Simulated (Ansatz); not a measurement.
# How fast states decay through CsBe2BBrO3F

A new crystal, CsBe2BBrO3F: structure, gap and complex bands. It is built by putting Br for part of the F in the CsBe2BO3F2 structure of space group R32, with the volume rescaled by atomic radii. The parent structure comes from the Materials Project.

Method: PBE DFT, plane waves, PAW files, in the first sound run; inputs show where later runs differ, in Ansatz 0.2.0.

The structure was built from a prototype and need not be the compound's stable phase.

**1. Set-up**

The structure is trigonal, space group R3 (No. 146). Conventional cell: a = 4.655 Å, b = 4.655 Å, c = 22.967 Å, α = 90.00°, β = 90.00°, γ = 120.00°. Nearest to Cs lie 3 F at 3.14 Å and 3 Br at 3.14 Å. Nearest to Be lie 1 F at 1.62 Å and 3 O at 1.71 Å. Be has 1 Br at 1.62 Å and 3 O at 1.71 Å nearest. B has 3 O at 1.44 Å nearest. Nearest to O lie 1 B at 1.44 Å and 2 Be at 1.71 Å. Nearest to F lie 1 Be at 1.62 Å and 3 Cs at 3.14 Å. It derives from CsBe2BO3F2. Br for part of the F in the CsBe2BO3F2 structure of space group R32. Farther neighbours and most contacts between anions are not listed.

**2. Relaxing the new crystal**

The substituted atoms don't fit the parent's cell, so cell and atoms relax together. A small smearing keeps the run stable in case the gap closes on the way.

File input.yaml:

```yaml
crystal:
  lattice:
    - [2.3275106894, 1.3437889231, 7.6555173319]
    - [-2.3275106894, 1.3437889231, 7.6555173319]
    - [0.0, -2.6875778462, 7.6555173319]
  atoms:
    - { symbol: Cs, position: [0.0, 0.0, 0.0] }
    - { symbol: Be, position: [0.808063, 0.808063, 0.808063] }
    - { symbol: Be, position: [0.191937, 0.191937, 0.191937] }
    - { symbol: B, position: [0.5, 0.5, 0.5] }
    - { symbol: O, position: [0.19134, 0.80866, 0.5] }
    - { symbol: O, position: [0.5, 0.19134, 0.80866] }
    - { symbol: O, position: [0.80866, 0.5, 0.19134] }
    - { symbol: F, position: [0.737619, 0.737619, 0.737619] }
    - { symbol: Br, position: [0.262381, 0.262381, 0.262381] }
kpoints:
  mp_grid: { grid: [6, 6, 6] }
scf:
  occupations: { method: gaussian, width: 0.03 }
hamiltonian:
  xc: pbe
output:
  forces: true
  stress: true
relax:
  f_tol: 0.02
  max_steps: 60
  cell: {}
```

Run with:

```sh
$ ansatz run input.yaml --threads 2 --pin off --max-ram 4096MiB --backend cpu --events-out ev --progress --plain --runs-dir out
```

Numbers of over 12 decimals in the logs are rounded to 6 here.

Output:

```text
basis.fft_grid_basis auto: the FFT boxes are laid along the combinations [[1, 0, -1], [0, 1, -1], [0, 0, 1]] of the cell's own vectors, 4.655, 4.655 and 8.114 Å long. The dense box has 32×32×60 points. Along the cell's own vectors, as sized, it would have 60×60×60, 3.52 times as many. Of the 3 symmetry operations that the crystal satisfies within crystal.symmetry.tolerance (time reversal apart; of a slab, those that  [...]
Engine: ansatz 0.2.0, aarch64-unknown-linux-gnu
Pseudopotentials: kind: paw
Pseudopotential: Cs, paw, valence charge 9, recommended cutoff 420 eV (normal), Cs.paw.azcp
Pseudopotential: Be, paw, valence charge 2, recommended cutoff 420 eV (normal), Be.paw.azcp
Pseudopotential: B, paw, valence charge 3, recommended cutoff 420 eV (normal), B.paw.azcp
Pseudopotential: O, paw, valence charge 6, recommended cutoff 420 eV (normal), O.paw.azcp
Pseudopotential: F, paw, valence charge 7, recommended cutoff 420 eV (normal), F.paw.azcp
Pseudopotential: Br, paw, valence charge 7, recommended cutoff 420 eV (normal), Br.paw.azcp
Functional definition: PBE
  parameter kappa = 0.804
  parameter beta = 0.066725
  exchange = pbe_x(kappa = kappa, mu = beta*pi^2/3)
  correlation = pbe_c(beta = beta)
Crystal: 9 atoms, lattice volume = 143.664 Å³
Basis set: ecut = 420 eV, 2815 PW (Γ), FFT grids on a1−a3, a2−a3, a3, exchange–correlation on 64×64×120 points (8 copies of the dense FFT grid, shifted against one another)
Bands: 33, of which v1, the nominal top of the filled ones, is band 24 counted from 1 (23 counted from 0)
Symmetry: 3 space group operations
Space group: R3 (ITA 146), of the structure as read, at distance tolerance 5.2e-5 Å
k-points: 40 of 216 (time reversal used)
Non-local potential: Cs, projectors of the file, l = 0: 3, l = 1: 2, l = 2: 2, l = 3: 2
Non-local potential: Be, projectors of the file, l = 0: 2, l = 1: 2, l = 2: 1
Non-local potential: B, projectors of the file, l = 0: 2, l = 1: 2, l = 2: 1
Non-local potential: O, projectors of the file, l = 0: 2, l = 1: 2, l = 2: 1
Non-local potential: F, projectors of the file, l = 0: 2, l = 1: 2, l = 2: 1
Non-local potential: Br, projectors of the file, l = 0: 2, l = 1: 2, l = 2: 2
PAW form: soft (Blöchl's): semilocal exchange-correlation on the pseudo side does not see the compensation charge
PAW one-centre angular grid: Cs, 194 points (default); XC on 64 Gauss nodes
PAW one-centre angular grid: Be, 110 points (default); XC on 64 Gauss nodes
PAW one-centre angular grid: B, 110 points (default); XC on 64 Gauss nodes
PAW one-centre angular grid: O, 110 points (default); XC on 64 Gauss nodes
PAW one-centre angular grid: F, 110 points (default); XC on 64 Gauss nodes
PAW one-centre angular grid: Br, 110 points (default); XC on 64 Gauss nodes
Initial density: superposition of atomic densities (neutral atoms: chi_scale 0, normalization atom), corrected by the library's trained network
Initial wavefunctions: pseudopotential atomic-orbital guess
Functional: x = pbe(κ = 0.804, μ = 0.219515), c = pbe(β = 0.066725)
SCF iter   1: F=—  HF=-11314.606968 eV  |F-HF|=—  |Δ(HF+E_count)|=         —  Δρ=2.29e-3  dr2=1.77e-2  ethr=1.77e-3  ⟨swp⟩=10.0  Hψ=8244  notcnv=0  defer=10
preconditioner: auto → Resta (q_TF=auto, 2.273 Å⁻¹)  ε∞=3.1  [insulator: Δε(μ)=5.414 eV  Ē_g=14.990 eV  σ=0.030 eV  W_gap=1.00  n_scr=28 (ndim 8)  ℏωp=21.5 eV  f_vac=0.118  D(μ)=0.00/eV (n_scr^D=0)  ε∞_Penn≈3.1]
SCF iter   2: F=—  HF=-11314.602897 eV  |F-HF|=—  |Δ(HF+E_count)|=   4.07e-3  Δρ=1.01e-3  dr2=3.94e-3  ethr=3.70e-5  ⟨swp⟩=2.8  Hψ=2649  notcnv=0  defer=125
SCF iter   3: F=—  HF=-11314.601880 eV  |F-HF|=—  |Δ(HF+E_count)|=   1.02e-3  Δρ=4.28e-4  dr2=8.50e-4  ethr=8.21e-6  ⟨swp⟩=2.5  Hψ=2137  notcnv=0  defer=125
SCF iter   4: F=—  HF=-11314.601680 eV  |F-HF|=—  |Δ(HF+E_count)|=   2.00e-4  Δρ=2.83e-4  dr2=9.63e-5  ethr=1.77e-6  ⟨swp⟩=2.4  Hψ=2049  notcnv=0  defer=125
SCF iter   5: F=—  HF=-11314.601747 eV  |F-HF|=—  |Δ(HF+E_count)|=   6.69e-5  Δρ=1.31e-4  dr2=1.90e-5  ethr=2.01e-7  ⟨swp⟩=2.0  Hψ=2161  notcnv=0  defer=125
SCF iter   6: F=—  HF=-11314.601747 eV  |F-HF|=—  |Δ(HF+E_count)|=   4.04e-7  Δρ=3.35e-5  dr2=1.47e-6  ethr=3.95e-8  ⟨swp⟩=2.0  Hψ=2157  notcnv=0  defer=125
SCF iter   7: F=—  HF=-11314.601748 eV  |F-HF|=—  |Δ(HF+E_count)|=   7.96e-7  Δρ=1.67e-5  dr2=3.23e-7  ethr=3.06e-9  ⟨swp⟩=2.0  Hψ=2158  notcnv=0  defer=125
SCF iter   8: F=-11314.601748 eV  HF=-11314.601748 eV  |F-HF|=3.53e-8  |Δ(HF+E_count)|=   1.65e-7  Δρ=3.21e-6  dr2=1.60e-8  ethr=2.08e-10  ⟨swp⟩=5.0  Hψ=4992  notcnv=0
SCF 1 converged in 8 iterations: F = -11314.601748 eV  dr2 = 1.60e-8
  greatest PAW one-centre occupation: 0.927 electrons in one spin orbital (limit 2), on the F atom at site 7 (counted from 0), in its partial waves of l = 0
relax step   1: F+E_penalty+E_count = -11314.60174835 eV  Δ(F+E_penalty+E_count) = +0.000e0 eV  max|allowed force component| = 1.382e1 eV/Å  Δτ_max = 0.0000 Å  P = +6.448 GPa  Ω = 143.664 Å³  (8 SCF iters, dr2 threshold 1.00e-7 eV, accepted)
Crystal: 9 atoms, lattice volume = 145.166 Å³
Basis set: ecut = 420 eV, 2853 PW (Γ), FFT grids on a1−a3, a2−a3, a3, exchange–correlation on 64×64×120 points (8 copies of the dense FFT grid, shifted against one another)
Initial density: handed on by an earlier stage of this run
Initial wavefunctions: those handed on with the density
iter 1 solved again at ethr=7.92e-4 eV; its pass at ethr=3.10e-3 eV (dr2=3.80e-1 eV) is discarded
SCF iter   1: F=—  HF=-11316.867085 eV  |F-HF|=—  |Δ(HF+E_count)|=         —  Δρ=1.16e-2  dr2=3.56e-1  ethr=7.92e-4  ⟨swp⟩=1.5  Hψ=7447  notcnv=0
preconditioner: auto → Resta (q_TF=auto, 2.269 Å⁻¹)  ε∞=3.0  [insulator: Δε(μ)=5.337 eV  Ē_g=15.139 eV  σ=0.030 eV  W_gap=1.00  n_scr=28 (ndim 8)  ℏωp=21.4 eV  f_vac=0.112  D(μ)=0.00/eV (n_scr^D=0)  ε∞_Penn≈3.0]
SCF iter   2: F=—  HF=-11316.772549 eV  |F-HF|=—  |Δ(HF+E_count)|=   9.45e-2  Δρ=4.90e-3  dr2=5.17e-2  ethr=7.42e-4  ⟨swp⟩=4.0  Hψ=2669  notcnv=0
SCF iter   3: F=—  HF=-11316.759511 eV  |F-HF|=—  |Δ(HF+E_count)|=   1.30e-2  Δρ=1.40e-3  dr2=2.35e-3  ethr=1.08e-4  ⟨swp⟩=3.3  Hψ=2741  notcnv=0  defer=125
SCF iter   4: F=—  HF=-11316.759347 eV  |F-HF|=—  |Δ(HF+E_count)|=   1.63e-4  Δρ=6.59e-4  dr2=4.78e-4  ethr=4.90e-6  ⟨swp⟩=2.0  Hψ=2159  notcnv=0  defer=125
SCF iter   5: F=—  HF=-11316.759431 eV  |F-HF|=—  |Δ(HF+E_count)|=   8.39e-5  Δρ=1.25e-4  dr2=2.81e-5  ethr=9.96e-7  ⟨swp⟩=2.0  Hψ=2036  notcnv=0  defer=125
SCF iter   6: F=—  HF=-11316.759457 eV  |F-HF|=—  |Δ(HF+E_count)|=   2.55e-5  Δρ=9.54e-5  dr2=8.87e-6  ethr=5.85e-8  ⟨swp⟩=2.0  Hψ=2142  notcnv=0  defer=125
[...]
relax step   7: F+E_penalty+E_count = -11318.38380590 eV  Δ(F+E_penalty+E_count) = -2.345e-2 eV  max|allowed force component| = 1.316e-1 eV/Å  Δτ_max = 0.0567 Å  P = -0.054 GPa  Ω = 149.937 Å³  energy of the carried Pulay correction = -1.342e-2 eV  (6 SCF iters, dr2 threshold 9.00e-7 eV, accepted)
relax step   8: F+E_penalty+E_count = -11318.38435697 eV  Δ(F+E_penalty+E_count) = -5.511e-4 eV  max|allowed force component| = 2.117e-2 eV/Å  Δτ_max = 0.0145 Å  P = -0.068 GPa  Ω = 150.240 Å³  energy of the carried Pulay correction = -1.405e-2 eV  (5 SCF iters, dr2 threshold 9.00e-7 eV, accepted)
relax step   9: F+E_penalty+E_count = -11318.38519755 eV  Δ(F+E_penalty+E_count) = -8.406e-4 eV  max|allowed force component| = 1.361e-2 eV/Å  Δτ_max = 0.0079 Å  P = +0.008 GPa  Ω = 149.953 Å³  energy of the carried Pulay correction = -1.345e-2 eV  (6 SCF iters, dr2 threshold 2.80e-8 eV, accepted)
relax step  10: F+E_penalty+E_count = -11318.45833249 eV  Δ(F+E_penalty+E_count) = -7.313e-2 eV  max|allowed force component| = 1.910e-2 eV/Å  Δτ_max = 0.0000 Å  P = +0.636 GPa  Ω = 149.953 Å³  stress off target by 1.68e0 GPa  SCF on the basis re-selected at this cell (its energy is not comparable with the rows above)  (8 SCF iters)
relax step  11: F+E_penalty+E_count = -11318.47053654 eV  Δ(F+E_penalty+E_count) = -1.220e-2 eV  max|allowed force component| = 1.077e-1 eV/Å  Δτ_max = 0.0455 Å  P = +0.056 GPa  Ω = 153.593 Å³  energy of the carried Pulay correction = -8.845e-3 eV  (7 SCF iters, dr2 threshold 9.00e-7 eV, accepted)
relax step  12: F+E_penalty+E_count = -11318.47160007 eV  Δ(F+E_penalty+E_count) = -1.064e-3 eV  max|allowed force component| = 8.274e-2 eV/Å  Δτ_max = 0.0191 Å  P = -0.080 GPa  Ω = 153.797 Å³  energy of the carried Pulay correction = -9.483e-3 eV  (5 SCF iters, dr2 threshold 7.26e-7 eV, accepted)
relax step  13: F+E_penalty+E_count = -11318.47210126 eV  Δ(F+E_penalty+E_count) = -5.012e-4 eV  max|allowed force component| = 1.037e-2 eV/Å  Δτ_max = 0.0071 Å  P = -0.023 GPa  Ω = 153.734 Å³  energy of the carried Pulay correction = -9.303e-3 eV  (4 SCF iters, dr2 threshold 4.28e-7 eV, accepted)
relax step  14: F+E_penalty+E_count = -11318.48392994 eV  Δ(F+E_penalty+E_count) = -1.183e-2 eV  max|allowed force component| = 1.068e-2 eV/Å  Δτ_max = 0.0000 Å  P = +0.024 GPa  Ω = 153.734 Å³  stress off target by 1.81e-1 GPa  SCF on the basis re-selected at this cell (its energy is not comparable with the rows above)  (7 SCF iters)
relax step  15: F+E_penalty+E_count = -11318.48347445 eV  Δ(F+E_penalty+E_count) = +4.555e-4 eV  max|allowed force component| = 4.099e-3 eV/Å  Δτ_max = 0.0050 Å  P = +0.004 GPa  Ω = 154.096 Å³  energy of the carried Pulay correction = -8.051e-4 eV  (6 SCF iters, dr2 threshold 8.20e-8 eV, accepted)
iter 1 solved again at ethr=4.91e-7 eV; its pass at ethr=3.10e-3 eV (dr2=2.36e-4 eV) is discarded
SCF iter   1: F=—  HF=-11318.484008 eV  |F-HF|=—  |Δ(HF+E_count)|=         —  Δρ=4.06e-5  dr2=1.59e-7  ethr=4.91e-7  ⟨swp⟩=3.6  Hψ=11279  notcnv=0
eigensolver tolerance schedule: the retry pair's looser diagonalisation over-reported the residual by 1485.81 of it (diagonalisation noise at 0.31 of the residual, at the tolerance the schedule requests for it); recorded, not acted on — ethr = c·dr2/N_el stays at c = 1.0e-1
preconditioner: auto → Resta (q_TF=auto, 2.246 Å⁻¹)  ε∞=2.8  [insulator: Δε(μ)=4.456 eV  Ē_g=15.246 eV  σ=0.030 eV  W_gap=1.00  n_scr=30 (ndim 8)  ℏωp=20.7 eV  f_vac=0.112  D(μ)=0.00/eV (n_scr^D=0)  ε∞_Penn≈2.8]
SCF iter   2: F=—  HF=-11318.484248 eV  |F-HF|=—  |Δ(HF+E_count)|=   2.39e-4  Δρ=2.04e-5  dr2=4.16e-8  ethr=3.30e-10  ⟨swp⟩=3.1  Hψ=3158  notcnv=0
SCF iter   3: F=—  HF=-11318.484270 eV  |F-HF|=—  |Δ(HF+E_count)|=   2.26e-5  Δρ=6.14e-6  dr2=5.73e-9  ethr=8.67e-11  ⟨swp⟩=2.0  Hψ=2259  notcnv=0
SCF iter   4: F=—  HF=-11318.484272 eV  |F-HF|=—  |Δ(HF+E_count)|=   1.94e-6  Δρ=9.21e-7  dr2=7.55e-10  ethr=1.19e-11  ⟨swp⟩=2.0  Hψ=2262  notcnv=0
SCF iter   5: F=—  HF=-11318.484272 eV  |F-HF|=—  |Δ(HF+E_count)|=   8.37e-9  Δρ=2.68e-7  dr2=1.04e-10  ethr=1.57e-12  ⟨swp⟩=2.0  Hψ=2204  notcnv=0
SCF iter   6: F=-11318.484272 eV  HF=-11318.484272 eV  |F-HF|=5.46e-12  |Δ(HF+E_count)|=  2.73e-10  Δρ=1.44e-7  dr2=2.58e-11  ethr=1.00e-12  ⟨swp⟩=5.0  Hψ=4707  notcnv=0
SCF 16 converged in 6 iterations: F = -11318.484272 eV  dr2 = 2.58e-11
relax step  16: F+E_penalty+E_count = -11318.48427237 eV  Δ(F+E_penalty+E_count) = -7.979e-4 eV  max|allowed force component| = 4.292e-3 eV/Å  Δτ_max = 0.0000 Å  P = +0.007 GPa  Ω = 154.096 Å³  stress off target by 3.62e-2 GPa  SCF on the basis re-selected at this cell (its energy is not comparable with the rows above)  (6 SCF iters)
basis re-selected at this cell: Δ(F+E_penalty+E_count) = -7.979e-4 eV, ΔP = +0.003 GPa vs the last step (what re-selecting the basis moved, of the pressure what is left beyond the Pulay correction that the steps carried, after the strain that the cell walked since its last selection, with what the two solves' SCF thresholds leave and, on support functions, any second-order correction that the steps lacked; it is no m [...]
SCF converged after 6 iterations
Free energy (F): -11318.484272 eV
Harris-Foulkes:  -11318.484272 eV  (|F-HF|=5.46e-12)
Internal energy: -11318.484272 eV  (E = F + TS)
E sigma→0 (E₀):  -11318.484272 eV
Fermi energy:    4.997117 eV
--- Per-component energies (eV) ---
  E_band       = -233.468241
  E_kinetic    = 1105.601944
  E_local      = -3692.159772  (includes V_loc(G=0)·N_el)
  E_nonlocal   = 339.269116
  E_hartree    = 1461.680597
  E_xc         = -812.417238
  E_vxc        = -695.314513  (∫ρ·V_xc dr)
  E_paw        = -8188.549531  (= ΣΔE_a)
  E_vpaw       = -214.235807  (= ΣTr[D̂ρ^β])
  E_aug_tail   = 0.009716  (compensation charges beyond the density's cutoff)
  E_ewald      = -1531.919105
  E_smearing   = -0.000000  (= −TS)
  E_closure    = 0.000000  (closes the sum)
  Σ components = -11318.484272   (vs F -11318.484272, Δ=0.00e0)
--- Forces (eV/Å), atoms counted from 1 ---
  atom   1  Cs     0.00000000    -0.00000000    -0.00073874
  atom   2  Be     0.00000000    -0.00000000     0.00429633
  atom   3  Be    -0.00000000     0.00000000    -0.00093035
  atom   4  B      0.00000000     0.00000000    -0.00043179
  atom   5  O      0.00406506    -0.00051581    -0.00078122
  atom   6  O     -0.00158583     0.00377835    -0.00078122
  atom   7  O     -0.00247923    -0.00326254    -0.00078122
  atom   8  F     -0.00000000     0.00000000    -0.00281257
  atom   9  Br    -0.00000000     0.00000000     0.00299838
  max |Σ_I F_I| component: 3.76e-5 eV/Å
--- Stress (GPa, compression-positive) ---
       -0.007801      -0.000007      -0.000000
        0.000007      -0.007801      -0.000000
       -0.000000      -0.000000       0.036241
  P = ⅓ Tr σ = 0.0069 GPa (0.069 kbar)
--- Relaxed structure (13 steps of the walk, 13 accepted, 3 SCFs on fresh bases) ---
  F+E_penalty+E_count = -11318.48427237 eV   max|allowed force component| = 4.292e-3 eV/Å   (the final SCF, on the basis selected at the relaxed cell)
  cell:  # Å, volume = 154.0960 Å³
    - [2.250998, 1.299615, 8.779106]
    - [-2.250998, 1.299615, 8.779106]
    - [-7.216586391721167e-19, -2.599229, 8.779106]
  atoms:
    - { symbol: Cs, position: [0.023266, 0.023266, 0.023266] }
    - { symbol: Be, position: [0.806886, 0.806886, 0.806886] }
    - { symbol: Be, position: [0.179477, 0.179477, 0.179477] }
    - { symbol: B, position: [0.494732, 0.494732, 0.494732] }
    - { symbol: O, position: [0.188052, 0.802931, 0.490675] }
    - { symbol: O, position: [0.490675, 0.188052, 0.802931] }
    - { symbol: O, position: [0.802931, 0.490675, 0.188052] }
    - { symbol: F, position: [0.747853, 0.747853, 0.747853] }
    - { symbol: Br, position: [0.266128, 0.266128, 0.266128] }
```

Wall time 2.1 min (2 threads of Arm Neoverse V2, shared host); peak memory 0.51 GiB.

The steps of the relaxation:

```csv
step,energy less that of the first step (eV),largest force component (eV/Å),pressure (GPa),volume (Å³)
1,0.0000,13.8241,6.45,143.66
2,-2.1577,6.7342,2.52,145.17
3,-3.2431,3.0855,1.36,146.50
4,-3.6965,1.1713,1.11,147.99
5,-3.7568,0.5046,0.61,148.97
6,-3.7586,0.4699,0.07,150.08
7,-3.7821,0.1316,-0.05,149.94
8,-3.7826,0.0212,-0.07,150.24
9,-3.7835,0.0136,0.01,149.95
10*,-3.8566,0.0191,0.64,149.95
11,-3.8688,0.1077,0.06,153.59
12,-3.8699,0.0827,-0.08,153.80
13,-3.8704,0.0104,-0.02,153.73
14*,-3.8822,0.0107,0.02,153.73
15,-3.8817,0.0041,0.00,154.10
16*,-3.8825,0.0043,0.01,154.10
```

Relaxation steps marked * repeat the geometry before them on a plane-wave basis chosen anew for their cell, so energy and pressure can jump there.

The run keeps the 3 symmetry operations that it works with, so distortions that break them were not tested.

```csv
cell as run,before,after,change
a (Å),8.114,9.156,+12.8 %
b (Å),8.114,9.156,+12.8 %
c (Å),8.114,9.156,+12.8 %
α (°),33.34,28.46,-14.6 %
β (°),33.34,28.46,-14.6 %
γ (°),33.34,28.46,-14.6 %
volume (Å³/atom),15.96,17.12,+7.3 %
```

The atoms that moved most (Å, as changes of fractional coordinates times the final cell):

```csv
atom,dx,dy,dz,length
Cs1,0.000,0.000,0.613,0.613
Be3,0.000,0.000,-0.328,0.328
F8,0.000,0.000,0.270,0.270
O7,0.008,-0.011,-0.161,0.162
O5,0.005,0.013,-0.161,0.162
O6,-0.014,-0.001,-0.161,0.162
B4,0.000,0.000,-0.139,0.139
Br9,0.000,0.000,0.099,0.099
```

This step gave:

- free energy: -11318.4843 eV
- Fermi energy: 4.997 eV
- pressure: 0.006879 GPa

The largest force component on a free atom ends at 0.0043 eV/Å.

(Continued in part 2 of 3.)

[Logs are printed without paths, hosts, clocks, repeated set-up lines and the standing remarks that a program may print on its own settings, such as how far it seeks lower states.]

[Hosts, paths, dates, database ids (printed as entryN), source tags and the programs' standing remarks are cut or masked in the printed files.]
